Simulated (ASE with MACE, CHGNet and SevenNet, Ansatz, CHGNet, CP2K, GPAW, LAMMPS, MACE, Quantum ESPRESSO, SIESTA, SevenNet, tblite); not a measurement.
# Machine-learned potentials on glassy 73SiO2-27K2O (mol %) (90 atoms): settings against a plane-wave reference

Wanted: machine-learned potentials inputs and outputs for glassy 73SiO2-27K2O (mol %) (90 atoms), checked against a plane-wave reference.

Program: ASE with MACE, CHGNet and SevenNet. Level of theory: the method is named at each step. Results are calculated unless marked as measured.

### 1. The structure

The cell holds 90 atoms: 22 Si, 16 K and 52 O. Its edges and angles: a = 11.429 Å, b = 11.429 Å, c = 11.429 Å, α = 90.0°, β = 90.0°, γ = 90.0°. 90 atoms (22 Si, 16 K, 52 O) placed at random at 2.4 g/cm³, melted at 4000 K for 10 ps at fixed volume with the Morse and Coulomb pair potential with partial charges (Pedone, Malavasi, Menziani, Cormack and Segre, J. Phys. Chem. B 110, 11780 (2006)). Quenched from 4000 K to 300 K at 50 K/ps and fixed volume, held 10 ps at zero pressure.

The yardstick, on the same geometry:

* method: Kohn-Sham DFT, PBE, PAW, plane waves (Ansatz 0.2.0); cutoff 420 eV, Γ point, fermi-dirac smearing of 0.05 eV; PAW set soft_2
* r.m.s. force component: 1.255 eV/Å
* longest force: 5.27 eV/Å
* pressure: 4.491 GPa
* gap (highest filled to lowest empty level): 0.8224 eV
* SCF cycles: 11
* time: 24 s on 4 threads of Arm Neoverse V1, shared host
* CPU time: 91 s

### 2. MACE MP-0b2 small potential

Method: machine-learned interatomic potential MACE MP-0b2 small, trained on PBE(+U) plane-wave data.

Input file run.py:

```python
import numpy as np
from ase.io import read
import mlip  # loads the published weights by name

atoms = read("structure.xyz")
atoms.calc = mlip.calc("mace-mp-0b2-small")
energy = atoms.get_potential_energy()
forces = atoms.get_forces()
print(f"energy {energy:.6f} eV")
print("forces (eV/A)")
for i, (a, f) in enumerate(zip(atoms, forces)):
    print(f"{i:4d} {a.symbol:2s} {f[0]:10.5f} {f[1]:10.5f} {f[2]:10.5f}")
stress = -atoms.get_stress(voigt=False) * 160.21766
print("stress (GPa, compression positive)")
for row in stress:
    print(" ".join(f"{x:10.4f}" for x in row))
```

Input file structure.xyz:

```xyz
90
Lattice="11.42927 0.00000 0.00000 0.00000 11.42927 0.00000 0.00000 0.00000 11.42927" Properties=species:S:1:pos:R:3 pbc="T T T"
Si 8.64853 7.52149 7.48400
Si 3.18054 11.23280 11.19623
Si 8.75242 10.56065 6.55732
Si 6.31421 7.86802 3.11253
Si 6.81573 10.71483 4.14814
Si 8.84523 2.61227 11.32298
Si 7.21781 7.52126 0.08389
Si 6.12997 10.50876 11.02353
Si 3.33872 6.86156 3.29014
Si 6.96557 3.29414 5.10820
Si 4.18483 4.92647 5.62537
Si 6.48794 0.50449 8.17867
Si 6.30016 3.35312 9.66642
Si 7.02317 1.77519 2.23659
Si 2.17453 4.50485 1.77371
Si 4.44656 2.58256 0.65547
Si 6.06151 6.31033 9.03381
Si 4.37432 10.55882 6.17306
Si 10.14542 7.51429 10.31880
Si 9.40640 5.16397 5.43187
Si 3.98722 7.55840 7.33439
Si 11.35212 4.54839 10.91027
K 10.37321 2.90418 3.19585
K 1.12521 9.52824 8.80008
K 3.11230 2.09670 8.34691
K 0.17270 1.10875 8.58052
K 2.52610 8.08655 0.10503
K 1.02589 5.77430 4.85138
K 1.05961 2.25877 5.46902
K 2.83789 10.38806 3.10030
K 9.08353 10.39206 9.76563
K 9.08421 2.96624 7.83374
K 0.97937 5.32604 7.71361
K 8.09387 5.17312 2.06447
K 10.83666 11.16365 0.63947
K 0.96932 9.25771 5.68583
K 3.70777 2.24894 4.04768
K 11.27555 7.81248 2.12104
O 8.09169 10.65425 5.05859
O 3.62685 1.28339 0.36231
O 7.08980 1.90400 5.86242
O 9.87798 5.71898 3.99144
O 6.33159 2.04653 8.66922
O 10.21274 10.96776 6.64223
O 8.08712 4.27020 5.46102
O 4.42221 8.95358 6.75653
O 10.05844 3.74926 0.24470
O 4.57639 10.35263 11.33566
O 11.00730 8.75494 10.74854
O 5.16500 0.10904 7.25587
O 6.13729 4.69697 8.85894
O 2.95938 11.16354 5.71086
O 7.18787 2.98933 3.44558
O 3.48753 3.59279 1.32900
O 9.62367 7.63087 8.86248
O 8.37491 2.18082 1.42477
[... 30 atom lines left out ...]
O 4.74292 7.19233 8.73265
O 0.23099 3.65554 9.70471
O 3.72308 5.64549 4.19911
O 8.86660 7.35314 11.28092
```

Launch:

```console
$ OMP_NUM_THREADS=1 python run.py > output.txt
```

The program printed:

```text
energy -611.154507 eV
forces (eV/A)
   0 Si    0.15810   -0.55315    1.58361
   1 Si    0.18397    0.93916   -0.89137
   2 Si   -1.79000   -0.23655   -2.71615
   3 Si    0.12060   -2.35289   -0.73670
   4 Si   -0.75301   -2.23247   -0.20050
   5 Si    1.96637    0.28944    0.88850
   6 Si    1.87078    0.54584   -2.10027
   7 Si    0.10114   -1.90051    0.69395
   8 Si   -0.16853    0.80795   -1.29115
   9 Si   -3.00056   -3.49098   -1.68666
  10 Si    0.38293    0.69280   -0.11963
  11 Si   -2.91777   -1.49180    0.31838
  12 Si    0.95307   -2.25117    1.76242
  13 Si   -0.06236    0.87603    1.07147
  14 Si   -0.17377   -1.67136   -1.98161
  15 Si    0.34028   -1.09292   -0.45070
  16 Si    1.67273    1.31759    0.09556
  17 Si    0.76585   -0.58077    1.69112
  18 Si    0.70196   -2.06930    1.78006
  19 Si    1.78927    1.79297   -0.88921
  20 Si   -1.61920   -1.71184   -0.63659
  21 Si   -1.85784   -0.91858    1.08913
  22 K    -0.17955    0.48526   -0.15672
  23 K     0.35360   -0.37380   -0.10197
[...]
82 O     0.18327    0.35538   -1.54390
  83 O    -0.65729    2.81457   -0.91085
  84 O     1.92627    1.75245    2.21042
  85 O    -0.91871   -0.23739   -0.05867
  86 O     0.20678   -0.17119    1.84738
  87 O     1.01386   -1.79213   -3.69148
  88 O     0.38452   -2.34033    1.07390
  89 O    -1.57743   -0.20917    1.37545
stress (GPa, compression positive)
    3.9852     0.7198    -0.1842
    0.7198     3.8405    -0.5061
   -0.1842    -0.5061     5.7910
```

Elapsed: 7.7 s, on 1 thread of Arm Neoverse V1, shared host; peak memory 0.67 GiB.

Banners, paths, timers and routine set-up lines are dropped from the logs unmarked, and long logs keep their key lines alone; longer cuts are marked.

Against the reference:

| Quantity | Value |
| --- | --- |
| r.m.s. force component | 1.22 eV/Å |
| r.m.s. difference of force components | 207.3 meV/Å |
| longest difference of force vectors | 1878 meV/Å |
| force difference over r.m.s. force | 16.52 % |
| slope of forces against the reference's | 0.9591 |
| correlation of force components | 0.9864 |
| pressure | 4.539 GPa |
| pressure difference | 0.0481 GPa |

Length of the force difference by element (eV/Å):

```
element  atoms  mean  most
      K     16  0.13  0.30
      O     52  0.22   1.1
     Si     22  0.43   1.9
```

Local excerpt of 11 atoms (numbers count through the whole input) about Si10, which bears the longest force; x, y, z are measured from there.

```
atom      x      y      z  distance (Å)     Fx     Fy  Fz (eV/Å)
Si10   0.00   0.00   0.00          0.00  -3.00  -3.49      -1.69
 O45   1.12   0.98   0.35          1.53   1.44   2.43       1.30
 O41   0.12  -1.39   0.75          1.59   0.15  -0.22       0.68
 O70  -1.52   0.62   0.32          1.67   0.46   0.32      -0.75
 O53   0.22  -0.30  -1.66          1.70  -0.11   0.14       0.12
Si20   2.44   1.87   0.32          3.09   1.79   1.79      -0.89
Si14   0.06  -1.52  -2.87          3.25  -0.06   0.88       1.07
Si11  -2.78   1.63   0.52          3.27   0.38   0.69      -0.12
 O79  -0.09  -2.82  -1.98          3.45   0.02   0.38      -0.37
 K32   2.12  -0.33   2.73          3.47  -0.24   0.03      -0.25
 K37  -3.26  -1.05  -1.06          3.58   0.59   0.06      -0.27
```

Atoms are counted from 1 here, from 0 in the log.

Forces lie 17 % from the reference's, at 0.083 times its CPU time (on 1 against 4 cores).

### 3. CHGNet r2SCAN potential

Method: machine-learned interatomic potential CHGNet r2SCAN, trained on r2SCAN plane-wave data.

run.py, as its differences from that of step 2:

```diff
@@ -5,3 +5,3 @@
 atoms = read("structure.xyz")
-atoms.calc = mlip.calc("mace-mp-0b2-small")
+atoms.calc = mlip.calc("chgnet-r2scan")
 energy = atoms.get_potential_energy()
```

structure.xyz is that of step 2.

The program printed:

```text
CHGNet vr2scan initialized with 412,525 parameters
CHGNet will run on cpu
energy -840.589966 eV
forces (eV/A)
   0 Si    0.08922   -0.51596    1.39315
   1 Si    0.20637    0.70537   -0.63883
   2 Si   -1.86413   -0.43076   -2.30594
   3 Si    0.11655   -2.37541   -0.70870
   4 Si   -1.00336   -1.92856   -0.14447
   5 Si    1.54389    0.38146    0.97585
   6 Si    1.87552    0.22832   -2.30025
   7 Si    0.32739   -1.44397    0.60946
   8 Si   -0.10310    0.70644   -1.11650
   9 Si   -2.97027   -3.69598   -1.55489
  10 Si    0.21039    0.62293   -0.02776
  11 Si   -2.57973   -1.20122    0.31125
  12 Si    0.94874   -1.90663    1.32829
  13 Si   -0.00690    0.86493    0.75414
  14 Si   -0.06725   -1.10473   -1.99520
  15 Si    0.29363   -1.15615   -0.37098
  16 Si    1.27890    1.14613    0.29253
  17 Si    0.63369   -0.41240    1.34604
  18 Si    0.63708   -1.84432    1.79126
  19 Si    1.84345    1.46307   -0.58257
  20 Si   -1.29545   -1.50863   -0.45792
  21 Si   -1.61895   -0.44638    1.13040
  22 K    -0.28447    0.32430   -0.09425
  23 K     0.28577   -0.28546   -0.12583
[...]
82 O     0.27674    0.21386   -1.25015
  83 O    -0.72923    2.49942   -0.66103
  84 O     1.55864    1.45700    1.95079
  85 O    -0.54435   -0.16362   -0.12952
  86 O     0.39978   -0.35282    1.30919
  87 O     0.86445   -1.43678   -3.03014
  88 O     0.35147   -1.99266    1.07666
  89 O    -1.39318   -0.07299    1.01411
stress (GPa, compression positive)
    0.4757     0.7292    -0.1197
    0.7292     0.6244    -0.3574
   -0.1197    -0.3574     2.4324
```

The job ended after 5.5 s (1 thread; peak memory 1 GiB).

Against the reference:

- r.m.s. force component: 1.072 eV/Å
- r.m.s. difference of force components: 299.2 meV/Å
- longest difference of force vectors: 1844 meV/Å
- force difference over r.m.s. force: 23.84 %
- slope of forces against the reference's: 0.8364
- correlation of force components: 0.9792
- pressure: 1.177 GPa
- pressure difference: -3.313 GPa

Against the first run (17 %), the force difference from the reference is 24 %, at 0.69 times the CPU time; this potential was trained at another functional than the reference's.

### 4. SevenNet l3i5 potential

Method: machine-learned interatomic potential SevenNet l3i5, trained on PBE(+U) plane-wave data.

run.py, as its differences from that of step 3:

```diff
@@ -5,3 +5,3 @@
 atoms = read("structure.xyz")
-atoms.calc = mlip.calc("chgnet-r2scan")
+atoms.calc = mlip.calc("7net-l3i5")
 energy = atoms.get_potential_energy()
```

structure.xyz is that of step 3.

The program printed:

```text
energy -610.332031 eV
forces (eV/A)
   0 Si   -0.00874   -0.59352    1.55487
   1 Si    0.25652    0.82751   -0.94236
   2 Si   -1.96661   -0.25921   -2.61475
   3 Si    0.35165   -2.63812   -0.43450
   4 Si   -1.05441   -2.20907   -0.10972
   5 Si    1.77818    0.39750    0.97964
   6 Si    1.81852    0.71010   -2.25089
   7 Si    0.53082   -1.33956    0.96619
   8 Si    0.10934    0.89926   -1.30791
   9 Si   -2.87958   -4.08570   -1.47718
  10 Si    0.60052    0.68631   -0.12613
  11 Si   -3.01352   -1.56413    0.27122
  12 Si    1.04363   -2.27373    1.64474
  13 Si   -0.14333    0.79554    0.83082
  14 Si   -0.23606   -1.61375   -1.97773
  15 Si    0.65262   -1.27604   -0.44762
  16 Si    1.67560    1.41160    0.00165
  17 Si    0.86574   -0.66071    1.79752
  18 Si    0.53608   -2.21780    1.85279
  19 Si    1.81091    1.75653   -1.10826
  20 Si   -1.75882   -1.52941   -0.60696
  21 Si   -1.88424   -0.99647    0.80986
  22 K    -0.23390    0.55927   -0.11572
  23 K     0.39949   -0.35295   -0.13969
[...]
82 O     0.20382    0.36601   -1.65546
  83 O    -0.67595    2.67373   -0.95457
  84 O     1.83541    1.60280    2.24950
  85 O    -0.77646   -0.23674   -0.09018
  86 O     0.16944   -0.21166    1.86762
  87 O     1.03533   -1.78660   -3.65169
  88 O     0.29314   -2.35571    1.06858
  89 O    -1.50338   -0.17921    1.34974
stress (GPa, compression positive)
    3.9806     0.7362    -0.1951
    0.7362     3.7390    -0.4855
   -0.1951    -0.4855     5.8959
```

Elapsed: 12 s, on 1 thread; peak memory 1.3 GiB.

Numbers from this run, and their distance from the reference:

```
r.m.s. force component                  : 1.241 eV/Å
r.m.s. difference of force components   : 135.9 meV/Å
longest difference of force vectors     : 1427 meV/Å
force difference over r.m.s. force      : 10.83 %
slope of forces against the reference's : 0.9832
correlation of force components         : 0.9941
pressure                                : 4.538 GPa
pressure difference                     : 0.0477 GPa
```

Against the first run (17 %), the force difference from the reference is 11 %, at 1.5 times the CPU time.

### 5. Side by side

Differences are against the plane-wave reference, forces as r.m.s. over components; share is that over the reference's r.m.s. force, slope the least-squares factor from reference forces to these. Total energies of different programs have different zeros and aren't compared.

```
                        run  Δ force, r.m.s. (meV/Å)  share (%)  slope  Δ pressure (GPa)  cores  CPU time  memory (GiB)
                  reference                        -          -      -                 -      4      91 s           1.8
MACE MP-0b2 small potential                      207       16.5  0.959            0.0481      1     7.6 s          0.67
    CHGNet r2SCAN potential                      299       23.8  0.836             -3.31      1     5.2 s           1.0
    SevenNet l3i5 potential                      136       10.8  0.983            0.0477      1      12 s           1.3
```

Times of the machine-learned potentials are mostly Python's start and the loading of weights.

CPU time is summed over cores on a shared host, where runs went side by side, so it is rough. Symmetry, cutoffs, thresholds, outputs and thread counts weren't matched or tuned between programs; memory under MPI is the largest rank's times the ranks.

### 6. Summary of results

| Property | Result |
| --- | --- |
| nearest in forces | SevenNet l3i5 potential, 11 % |
| its CPU time | 12 s |

Machine-learned potentials differ by 11 % (SevenNet l3i5 potential) to 24 % (CHGNet r2SCAN potential); they were trained on other programs' data, some at another functional. Machine-learned potentials mimic data converged in k, so the reference's own k-point error enters their differences. The quench rate of 50 K/ps is many orders above laboratory rates, so the cell is likely richer in defects and strain than a real sample. The network of bonds at the start is that of the classical potential that made the cell, and needn't be the one that DFT or experiment would give. The electronic-structure runs sample only Γ, in a cell whose shortest periodic width is 11 Å.

[Also dropped from logs without a mark: logging warnings of Python, and SIESTA's first energy breakdown and zero terms.]

[Logs are printed without paths, hosts, clocks, repeated set-up lines and the standing remarks that a program may print on its own settings, such as how far it seeks lower states.]

[Hosts, paths, dates, database ids (printed as entryN), source tags and the programs' standing remarks are cut or masked in the printed files.]
